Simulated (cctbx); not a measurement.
# Accept or mend?

Cell a = 9.6080 Å, b = 9.6080 Å, c = 3.0900 Å, α = 90.00°, β = 90.00°, γ = 90.00°; space group P4/mbm (no. 127).

Simulated single-crystal data (cctbx): Cu Kα, λ = 1.54184 Å, to d = 0.8 Å, 50 % of the full sphere, strongest reflection 40000 counts, noise from counting, a 6 % proportional error and a noise floor of 8 counts (s.d.); no absorption.

An anisotropic refinement with weights 1/σ² prints:

```text
Rint 0.048, 187 unique reflections to 0.80 A
cycle     R1     wR2    GooF  max shift (A)
   1  0.0528  0.1908   5.426   0.01164
   2  0.0233  0.0674   1.916   0.00000
final R1 0.0233 wR2 0.0674 GooF 1.916  parameters 15  data/parameter 12.5
atom        x        y        z      Ueq    occ   su(xyz)  su(Uiso or U11)
Ir1    0.93093  0.78211  0.50000   0.0171  1.000  0.00006  0.0004
W1     0.00000  0.50000  0.50000   0.0332  1.000  0.00000  0.0006
Ti1    0.00000  0.00000  0.00000   0.0234  1.000  0.00000  0.0015
Mg1    0.67802  0.82198  0.00000   0.0462  1.000  0.00079  0.0033
difference map: max 7.08 min -1.17 rms 0.45
Q1    0.1212  0.3788  0.0000    4    7.09  2.24 A from Ir1
Q2    0.1756  0.6756  0.0000    4    1.48  0.03 A from Mg1
Q3    0.0026  0.1541  0.0000    8    1.12  1.48 A from Ti1
Q4    0.1732  0.3268  0.2597    8    0.97  1.63 A from Ir1
Q5    0.1447  0.3553  0.5000    4    0.86  1.51 A from Ir1
Q6    0.0352  0.7099  0.2040   16    0.78  1.52 A from Ir1
```

Q: Accept it or mend it, and why?

Mend it. The fault: an atom left out, B at (0.8775, 0.6225, 0). Against the right model at the same level, R1 goes from 0.0135 to 0.0233 and GooF from 0.89 to 1.92 and the top difference peak, 7.1 e/Å³, lies 2.24 Å from Ir1. Q1 is the missing atom. With scattering power missing, scale and phases suffer, so peaks may also grow on the heavy atoms.

The compound is Mg2TiB2Ir4W. The right model at the same level gives:

```text
Rint 0.048, 187 unique reflections to 0.80 A
cycle     R1     wR2    GooF  max shift (A)
   1  0.0490  0.1785   5.138   0.02540
   2  0.0135  0.0310   0.892   0.00010
final R1 0.0135 wR2 0.0310 GooF 0.892  parameters 19  data/parameter 9.8
atom        x        y        z      Ueq    occ   su(xyz)  su(Uiso or U11)
Ir1    0.93082  0.78213  0.50000   0.0171  1.000  0.00003  0.0002
W1     0.00000  0.50000  0.50000   0.0332  1.000  0.00000  0.0003
Ti1    0.00000  0.00000  0.00000   0.0228  1.000  0.00000  0.0007
Mg1    0.67764  0.82236  0.00000   0.0424  1.000  0.00034  0.0014
B1     0.87731  0.62269  0.00000   0.0342  1.000  0.00099  0.0040
difference map: max 0.91 min -0.97 rms 0.27
Q1    0.0285  0.6997  0.1953   16    0.94  1.55 A from Ir1
Q2    0.1672  0.3328  0.2381    8    0.93  0.95 A from B1
Q3    0.0061  0.1600  0.0000    8    0.89  1.54 A from Ti1
Q4    0.0783  0.4217  0.1963    8    0.74  0.86 A from B1
Q5    0.2099  0.2239  0.0000    8    0.69  1.17 A from Mg1
Q6    0.0787  0.1854  0.0000    8    0.69  1.58 A from Ir1
```

The model is made up (kin elements in a known structure type, no relaxation), so it says nothing on whether the phase exists.

[Middle refinement cycles are left out of these outputs.]

[Logs are printed without paths, hosts, clocks, repeated set-up lines and the standing remarks that a program may print on its own settings, such as how far it seeks lower states.]
